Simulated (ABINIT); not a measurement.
# Beyond one shot: Ca2H3Br (P-3m1)

How far does self-consistency move the gap of Ca2H3Br (P-3m1)?

Main program and level: ABINIT 10.8.3; LDA and many-body steps on it, plane waves.

## (1) Set-up

The structure is trigonal, space group P-3m1 (No. 164). Conventional cell: a = 3.903 Å, b = 3.903 Å, c = 6.854 Å, α = 90.00°, β = 90.00°, γ = 120.00°. Ca has 7 H at 2.27 to 2.59 Å and 3 Br at 3.12 Å nearest. Nearest to H lie 4 Ca at 2.27 to 2.30 Å. Nearest to H lie 6 H at 2.48 Å and 6 Ca at 2.59 Å. Nearest to Br lie 6 Ca at 3.12 Å. Farther neighbours and most contacts between anions are not listed.

Coordinates:

```cif
data_structure
_symmetry_space_group_name_H-M 'P-3m1'
_symmetry_Int_Tables_number 164
_cell_length_a 3.9029
_cell_length_b 3.9029
_cell_length_c 6.8535
_cell_angle_alpha 90.000
_cell_angle_beta 90.000
_cell_angle_gamma 120.000
_cell_volume 90.41
loop_
_atom_site_label
_atom_site_type_symbol
_atom_site_symmetry_multiplicity
_atom_site_Wyckoff_symbol
_atom_site_fract_x
_atom_site_fract_y
_atom_site_fract_z
_atom_site_occupancy
Ca1 Ca 2 d 0.66667 0.33333 0.18576 1
H1 H 2 d 0.66667 0.33333 0.85048 1
H2 H 1 a 0.00000 0.00000 0.00000 1
Br1 Br 1 b 0.00000 0.00000 0.50000 1
```

The cell and positions are those that the Materials Project relaxed with its own functionals (PBE, PBE+U or r2SCAN), kept fixed.

## (2) Empty states on the mesh, 3×3×2 mesh, 80 bands

This step: ABINIT 10.8.3; DFT, LDA, plane waves, norm-conserving pseudopotentials.

The sums over transitions need many empty states on a uniform mesh; this step solves for them.

Input file run.abi:

```
acell 3*1.0 Angstrom
rprim 
  3.902939985722 0.000000000020 0.000000000000
  -1.951469992878 3.380045177071 0.000000000000
  0.000000000000 0.000000000000 6.853533590000
ntypat 3
znucl 20 1 35
natom 6
typat 1 1 2 2 2 3
xred 
  0.666666666667 0.333333333333 0.185756080000
  0.333333333333 0.666666666667 0.814243920000
  0.666666666667 0.333333333333 0.850475830000
  0.333333333333 0.666666666667 0.149524170000
  0.000000000000 0.000000000000 0.000000000000
  0.000000000000 0.000000000000 0.500000000000
pp_dirpath "pseudos"
pseudos "Ca.upf, H.upf, Br.upf"
ecut 31
ngkpt 3 3 2
nshiftk 1
shiftk 0 0 0
kptopt 1
chksymbreak 0
iscf -2
irdden 1
istwfk *1
nband 80
nbdbuf 6
tolwfr 1e-09
nstep 60
prtvol 0
indata_prefix "in"
outdata_prefix "out"
tmpdata_prefix "tmp"
```

Run with:

```sh
> OMP_NUM_THREADS=1 mpirun -n 8 abinit run.abi > log
```

Numbers of over 12 decimals in the logs are rounded to 6 here.

Output:

```text
.Version 10.8.3 of ABINIT. v10.8.2 released Aug 2026.

 Symmetries : space group P-3 m 1 (#164); Bravais hP (primitive hexag.)
[... echo of the input left out ...]
== DATASET  1 ==================================================================
-   mpi_nproc: 8, omp_nthreads: 1 (-1 if OMP is not activated)
-    --> not optimal distribution: autoparal keyword recommended in input file <--

--- !DatasetInfo
iteration_state: {dtset: 1, }
dimensions: {natom: 6, nkpt: 6, mband: 80, nsppol: 1, nspinor: 1, nspden: 1, mpw: 5073, }
cutoff_energies: {ecut:  31.0, pawecutdg:  -1.0, }
[...]
1.36991    1.38037    1.38089    1.38089    1.40172    1.40172    1.46654    1.46654
   1.48582    1.49151    1.49433    1.49433    1.54036    1.54059    1.54078    1.55722
 prteigrs : prtvol=0 or 1, do not print more k-points.

== END DATASET(S) ==============================================================
================================================================================

 -outvars: echo values of variables after computation  --------
            nband          80
             nkpt           6
          spgroup         164
 [... the other variables as echoed above ...]

 Calculation completed.
```

It took 17 s on 8 MPI ranks of Arm Neoverse V1, shared host; peak memory 0.57 GiB; 2.3 min of CPU time.

Numbers from this step:

```
gap                                                           : 1.394 eV
k of the valence top                                          : 0, 0, 0.5
k of the conduction bottom                                    : 0.3333, 0, 0.5
least direct gap                                              : 1.517 eV
k points computed                                             : 6
lowest point of the top converged band, above the valence top : 32.09 eV
```

On this mesh the gap is 1.394 eV.

The density comes from a self-consistent run that is not shown.

## (3) Screening, 3×3×2 mesh, 74 bands, screening to 106.1 eV

The RPA dielectric matrix is built and inverted for each q.

This step: RPA screening on LDA, plane waves, norm-conserving pseudopotentials.

run.abi, as its differences from that of step 2:

```diff
@@ -24,10 +24,11 @@
 chksymbreak 0
-iscf -2
-irdden 1
 istwfk *1
-nband 80
-nbdbuf 6
-tolwfr 1e-09
-nstep 60
-prtvol 0
+occopt 1
+irdwfk 1
+optdriver 3
+nband 74
+ecuteps 3.9
+inclvkb 2
+awtr 1
+symchi 1
 indata_prefix "in"
```

Output:

```text
.Version 10.8.3 of ABINIT. v10.8.2 released Aug 2026.

 Symmetries : space group P-3 m 1 (#164); Bravais hP (primitive hexag.)
[... echo of the input left out ...]
== DATASET  1 ==================================================================
-   mpi_nproc: 8, omp_nthreads: 1 (-1 if OMP is not activated)

--- !DatasetInfo
iteration_state: {dtset: 1, }
dimensions: {natom: 6, nkpt: 6, mband: 74, nsppol: 1, nspinor: 1, nspden: 1, mpw: 5073, }
cutoff_energies: {ecut:  31.0, pawecutdg:  -1.0, }
electrons: {nelect:   3.00000000E+01, charge:   0.00000000E+00, occopt:   1.00000000E+00, tsmear:   1.00000000E-02, }

 SCREENING: Calculation of the susceptibility and dielectric matrices

 Based on a program developped by R.W. Godby, V. Olevano, G. Onida, and L. Reining.
 Incorporated in ABINIT by V. Olevano, G.-M. Rignanese, and M. Torrent.
.Using double precision arithmetic ; gwpc =  8

[... cell and pseudopotentials left out ...]
--------------------------------------------------------------------------------

 ==== K-mesh for the wavefunctions ====
 Number of points in the irreducible wedge :     6
[... list of points left out ...]
 Together with 12 symmetry operations and time-reversal symmetry
 yields    18 points in the full Brillouin Zone.

 ==== Q-mesh for the screening function ====
 Number of points in the irreducible wedge :     6
[... list of points left out ...]
 Together with 12 symmetry operations and time-reversal symmetry
 yields    18 points in the full Brillouin Zone.

 setmesh: FFT mesh size selected  =    24x   24x   45
          total number of points  =        25920

 vcoul_init : cutoff-mode = AUXILIARY_FUNCTION
 q-points for optical limit:   1
     1)      0.000010    0.000020    0.000030

- screening: taking advantage of time-reversal symmetry
- Maximum band index for partially occupied states nbvw = 15
- Remaining bands to be divided among processors   nbcw = 59
- Number of bands treated by each node ~7

 Number of electrons calculated from density =   30.0000; Expected =   30.0000
 average of density, n =  0.049169
 r_s =    1.6933
 omega_plasma =   21.3896 [eV]

 calculating chi0 at frequencies [eV] :
  1    0.000000E+00    0.000000E+00
  2    0.000000E+00    2.138964E+01

--------------------------------------------------------------------------------
  q-point number  1        q = ( 0.000000, 0.000000, 0.000000) [r.l.u.]
--------------------------------------------------------------------------------
[... chi0 elements left out ...]
 For q-point:  0.000010 0.000020 0.000030
  dielectric constant =   7.9612
  dielectric constant without local fields =   8.7893

  Average fulfillment of the sum rule on Im[epsilon] for q-point    1 :     61.65  [%]
[... wings left out ...]
  q-point number  2        q = ( 0.333333, 0.000000, 0.000000) [r.l.u.]
--------------------------------------------------------------------------------
[... chi0 elements left out ...]
  Average fulfillment of the sum rule on Im[epsilon] for q-point    2 :     66.91  [%]

 [... 4 further q-points ...]
```

Run time: 9.5 s. Hardware: 8 MPI ranks; peak memory 1.3 GiB.

This step gave:

```
ε∞ with local fields, on this mesh, along the program's q direction : 7.961
the same without local fields                                       : 8.789
plasma frequency                                                    : 21.39 eV
plane waves in the screening matrix                                 : 245
```

Local fields lower ε∞ by 9 %. On a Γ-centred mesh this coarse the value itself is usually too large, while a short band sum pulls it down.

## (4) G0W0

The self-energy is evaluated for the states that the input lists, and the levels follow from it, in one-shot runs by the linearised quasiparticle equation.

This step: G0W0 on LDA, plane waves, norm-conserving pseudopotentials.

run.abi, as its differences from that of step 3:

```diff
@@ -27,8 +27,19 @@
 irdwfk 1
-optdriver 3
+optdriver 4
 nband 74
+gwcalctyp 0
+ecutsigx 31
+symsigma 1
+nkptgw 3
+kptgw 
+  0.0000000000 0.0000000000 0.5000000000
+  0.3333333333 0.0000000000 0.5000000000
+  0.0000000000 0.0000000000 0.0000000000
+bdgw 
+  13 18
+  14 17
+  14 17
 ecuteps 3.9
-inclvkb 2
-awtr 1
-symchi 1
+irdscr 1
+ppmodel 1
 indata_prefix "in"
```

Output:

```text
.Version 10.8.3 of ABINIT. v10.8.2 released Aug 2026.

 Symmetries : space group P-3 m 1 (#164); Bravais hP (primitive hexag.)
[... echo of the input left out ...]
== DATASET  1 ==================================================================
-   mpi_nproc: 8, omp_nthreads: 1 (-1 if OMP is not activated)

--- !DatasetInfo
iteration_state: {dtset: 1, }
dimensions: {natom: 6, nkpt: 6, mband: 74, nsppol: 1, nspinor: 1, nspden: 1, mpw: 5073, }
cutoff_energies: {ecut:  31.0, pawecutdg:  -1.0, }
electrons: {nelect:   3.00000000E+01, charge:   0.00000000E+00, occopt:   1.00000000E+00, tsmear:   1.00000000E-02, }

 SIGMA: Calculation of the GW corrections

 Based on a program developped by R.W. Godby, V. Olevano, G. Onida, and L. Reining.
 Incorporated in ABINIT by V. Olevano, G.-M. Rignanese, and M. Torrent.
.Using double precision arithmetic ; gwpc =  8

[... cell and pseudopotentials left out ...]
--------------------------------------------------------------------------------

 ==== K-mesh for the wavefunctions ====
 Number of points in the irreducible wedge :     6
[... list of points left out ...]
 Together with 12 symmetry operations and time-reversal symmetry
 yields    18 points in the full Brillouin Zone.

 ==== Q-mesh for screening function ====
 Number of points in the irreducible wedge :     6
[... list of points left out ...]
 Together with 12 symmetry operations and time-reversal symmetry
 yields    18 points in the full Brillouin Zone.

 vcoul_init : cutoff-mode = AUXILIARY_FUNCTION
 q-points for optical limit:   1
     1)      0.000010    0.000020    0.000030
 setmesh: FFT mesh size selected  =    36x   36x   72
          total number of points  =        93312

 Number of electrons calculated from density =   30.0000; Expected =   30.0000
 average of density, n =  0.049169
 r_s =    1.6933
 omega_plasma =   21.3896 [eV]

 === KS Band Gaps ===
  >>>> For spin  1
   Minimum direct gap =   1.5174 [eV], located at k-point      :   0.0000  0.0000  0.5000
   Fundamental gap    =   1.3940 [eV], Top of valence bands at :   0.0000  0.0000  0.5000
                                       Bottom of conduction at :   0.3333  0.0000  0.5000
 SIGMA fundamental parameters:
 PLASMON POLE MODEL  1
 number of plane-waves for SigmaX                 5073
 number of plane-waves for SigmaC and W            245
 number of plane-waves for wavefunctions          5073
 number of bands                                    74
 number of independent spin polarizations            1
 number of spinorial components                      1
 number of k-points in IBZ                           6
 number of q-points in IBZ                           6
 number of symmetry operations                      12
 number of k-points in BZ                           18
 number of q-points in BZ                           18
 number of frequencies for dSigma/dE                 9
 frequency step for dSigma/dE [eV]                0.25
 number of omega for Sigma on real axis              0
 max omega for Sigma on real axis  [eV]           0.00
 zcut for avoiding poles [eV]                     0.10

 EPSILON^-1 parameters (SCR file):
 dimension of the eps^-1 matrix on file            245
 dimension of the eps^-1 matrix used               245
 number of plane-waves for wavefunctions          5073
 number of bands                                    74
 number of q-points in IBZ                           6
 number of frequencies                               2
 number of real frequencies                          1
 number of imag frequencies                          1

 matrix elements of self-energy operator (all in [eV])

 Perturbative Calculation

--- !SelfEnergy_ee
iteration_state: {dtset: 1, }
kpoint     : [   0.000,    0.000,    0.500, ]
spin       : 1
KS_gap     :    1.517
QP_gap     :    3.090
Delta_QP_KS:    1.572
data: !SigmaeeData |
     Band     E0 <VxcDFT>   SigX SigC(E0)      Z dSigC/dE  Sig(E)    E-E0       E
       13   1.701 -12.990 -16.438   2.783   0.798  -0.252 -13.521  -0.531   1.170
       14   1.701 -12.990 -16.438   2.783   0.798  -0.252 -13.521  -0.531   1.170
       15   5.657 -11.409 -13.586   1.729   0.787  -0.270 -11.762  -0.353   5.304
       16   7.175  -9.921  -4.856  -3.581   0.822  -0.217  -8.701   1.219   8.394
       17   7.433 -12.675  -6.532  -3.782   0.805  -0.243 -10.775   1.900   9.333
       18   7.433 -12.675  -6.532  -3.782   0.805  -0.243 -10.775   1.900   9.333

--- !SelfEnergy_ee
iteration_state: {dtset: 1, }
kpoint     : [   0.333,    0.000,    0.500, ]
spin       : 1
KS_gap     :    4.045
QP_gap     :    5.771
Delta_QP_KS:    1.725
data: !SigmaeeData |
     Band     E0 <VxcDFT>   SigX SigC(E0)      Z dSigC/dE  Sig(E)    E-E0       E
[...]
--- !SelfEnergy_ee
iteration_state: {dtset: 1, }
kpoint     : [   0.000,    0.000,    0.000, ]
spin       : 1
KS_gap     :    2.237
QP_gap     :    4.600
Delta_QP_KS:    2.363
data: !SigmaeeData |
     Band     E0 <VxcDFT>   SigX SigC(E0)      Z dSigC/dE  Sig(E)    E-E0       E
[...]
15   5.382 -10.959 -12.863   1.537   0.790  -0.266 -11.249  -0.291   5.092
       16   7.619 -13.265  -6.692  -3.984   0.800  -0.249 -11.193   2.072   9.692
       17   7.619 -13.265  -6.692  -3.984   0.800  -0.249 -11.193   2.072   9.692

== END DATASET(S) ==============================================================
================================================================================

 -outvars: echo values of variables after computation  --------
           etotal      0.0000000000E+00
            nband          74
             nkpt           6
          spgroup         164
 [... the other variables as echoed above ...]

 Calculation completed.
```

Elapsed: 6.6 s, on 8 MPI ranks; peak memory 1.2 GiB.

Numbers from this step:

| Item | Value |
| --- | --- |
| G0W0 gap on the points computed | 3.09 eV |
| starting gap on the mesh | 1.394 eV |
| k of the valence top | 0, 0, 0.5 |
| k of the conduction bottom | 0, 0, 0.5 |
| Z at the valence top | 0.787 |
| Z at the conduction bottom | 0.822 |
| least direct G0W0 gap on the computed points | 3.09 eV |

The gap on the mesh goes from 1.39 eV to 3.09 eV, a correction of +1.70 eV.

## (5) evGW0, cycle 1

This step: evGW0 on LDA, plane waves, norm-conserving pseudopotentials.

run.abi, as its differences from that of step 4:

```diff
@@ -29,14 +29,20 @@
 nband 74
-gwcalctyp 0
+gwcalctyp 10
 ecutsigx 31
 symsigma 1
-nkptgw 3
+nkptgw 6
 kptgw 
+  0.0000000000 0.0000000000 0.0000000000
+  0.3333333333 0.0000000000 0.0000000000
+  0.3333333333 0.3333333333 0.0000000000
   0.0000000000 0.0000000000 0.5000000000
   0.3333333333 0.0000000000 0.5000000000
-  0.0000000000 0.0000000000 0.0000000000
+  0.3333333333 0.3333333333 0.5000000000
 bdgw 
-  13 18
-  14 17
-  14 17
+  10 21
+  10 21
+  10 21
+  10 21
+  10 21
+  10 21
 ecuteps 3.9
```

Output:

```text
.Version 10.8.3 of ABINIT. v10.8.2 released Aug 2026.

 Symmetries : space group P-3 m 1 (#164); Bravais hP (primitive hexag.)
[... echo of the input left out ...]
== DATASET  1 ==================================================================
-   mpi_nproc: 8, omp_nthreads: 1 (-1 if OMP is not activated)

--- !DatasetInfo
iteration_state: {dtset: 1, }
dimensions: {natom: 6, nkpt: 6, mband: 74, nsppol: 1, nspinor: 1, nspden: 1, mpw: 5073, }
cutoff_energies: {ecut:  31.0, pawecutdg:  -1.0, }
electrons: {nelect:   3.00000000E+01, charge:   0.00000000E+00, occopt:   1.00000000E+00, tsmear:   1.00000000E-02, }

 SIGMA: Calculation of the GW corrections

 Based on a program developped by R.W. Godby, V. Olevano, G. Onida, and L. Reining.
 Incorporated in ABINIT by V. Olevano, G.-M. Rignanese, and M. Torrent.
.Using double precision arithmetic ; gwpc =  8

[... cell and pseudopotentials left out ...]
--------------------------------------------------------------------------------

 ==== K-mesh for the wavefunctions ====
 Number of points in the irreducible wedge :     6
[... list of points left out ...]
 Together with 12 symmetry operations and time-reversal symmetry
 yields    18 points in the full Brillouin Zone.

 ==== Q-mesh for screening function ====
 Number of points in the irreducible wedge :     6
[... list of points left out ...]
 Together with 12 symmetry operations and time-reversal symmetry
 yields    18 points in the full Brillouin Zone.

 vcoul_init : cutoff-mode = AUXILIARY_FUNCTION
 q-points for optical limit:   1
     1)      0.000010    0.000020    0.000030
 setmesh: FFT mesh size selected  =    36x   36x   72
          total number of points  =        93312

 Number of electrons calculated from density =   30.0000; Expected =   30.0000
[...]
KS_gap     :    4.045
QP_gap     :    5.771
Delta_QP_KS:    1.725
data: !SigmaeeData |
     Band     E_DFT   <VxcDFT>   E(N-1)  <Hhartree>   SigX  SigC[E(N-1)]    Z     dSigC/dE  Sig[E(N)]  DeltaE  E(N)_pert E(N)_diago
[...]
--- !SelfEnergy_ee
iteration_state: {dtset: 1, }
kpoint     : [   0.333,    0.333,    0.500, ]
spin       : 1
KS_gap     :    5.734
QP_gap     :    7.921
Delta_QP_KS:    2.187
data: !SigmaeeData |
     Band     E_DFT   <VxcDFT>   E(N-1)  <Hhartree>   SigX  SigC[E(N-1)]    Z     dSigC/dE  Sig[E(N)]  DeltaE  E(N)_pert E(N)_diago
[...]
20     9.249   -13.759     9.249    23.008    -6.871    -4.166     0.796    -0.256   -11.592     2.167    11.416    11.971
       21     9.314   -15.053     9.314    24.367    -7.612    -4.386     0.784    -0.276   -12.658     2.395    11.709    12.369

 New Fermi energy :        2.548027E-01 Ha ,    6.933535E+00 eV

 === QP Band Gaps ===
  >>>> For spin  1
   Minimum direct gap =   3.4490 [eV], located at k-point      :   0.0000  0.0000  0.5000
   Fundamental gap    =   3.4490 [eV], Top of valence bands at :   0.0000  0.0000  0.5000
                                       Bottom of conduction at :   0.0000  0.0000  0.5000

 writing QP data on file : out_QPS

 Convergence of QP corrections
 >>>>> For spin  1 <<<<<
.  kptgw no:  1; Maximum DeltaE = (   0.000   0.000) for band index:  8
.  kptgw no:  2; Maximum DeltaE = (  -0.633  -0.000) for band index: 11
.  kptgw no:  3; Maximum DeltaE = (  -0.750  -0.000) for band index: 11
.  kptgw no:  4; Maximum DeltaE = (  -0.474   0.001) for band index: 12
.  kptgw no:  5; Maximum DeltaE = (  -0.526  -0.000) for band index: 12
.  kptgw no:  6; Maximum DeltaE = (  -0.608   0.001) for band index: 12

== END DATASET(S) ==============================================================
================================================================================

 -outvars: echo values of variables after computation  --------
           etotal      0.0000000000E+00
            nband          74
             nkpt           6
          spgroup         164
 [... the other variables as echoed above ...]

 Calculation completed.
```

Wall time 26 s (8 MPI ranks); peak memory 2 GiB.

Numbers from this step:

| Property | Result |
| --- | --- |
| quasiparticle gap on the mesh | 3.449 eV |
| gap of the density functional on the mesh | 1.394 eV |
| k of the valence top | 0, 0, 0.5 |
| k of the conduction bottom | 0, 0, 0.5 |
| Z at the valence top | 0.787 |
| Z at the conduction bottom | 0.822 |
| least direct quasiparticle gap on the computed points | 3.449 eV |

Against G0W0 in ABINIT (3×3×2 mesh, 74 bands, screening to 106.1 eV, Godby-Needs plasmon pole), the gap moves by +0.359 eV. This first cycle still uses the starting levels; it takes the full correction, at all points of the mesh, and its linearised value is 3.090 eV.

(Continued in part 2 of 3.)

[Paths, hosts, dates, memory and timing lines, banners, echoed tables and standing remarks are left out of the program output.]

[Logs are printed without paths, hosts, clocks, repeated set-up lines and the standing remarks that a program may print on its own settings, such as how far it seeks lower states.]

[Runs of the session that timed out or met a known fault of the program may be left out.]

[Hosts, paths, dates, database ids (printed as entryN), source tags and the programs' standing remarks are cut or masked in the printed files.]

[G0W0 gaps are taken among the corrected bands and points alone; a level outside them can change the order at an edge.]

[Where Ansatz stands beside ABINIT at settings called matched, ABINIT's density can come from a denser mesh and the files from another edition; pairs whose starting gaps differed by over 0.03 eV were left out, so agreement reads better than it is.]
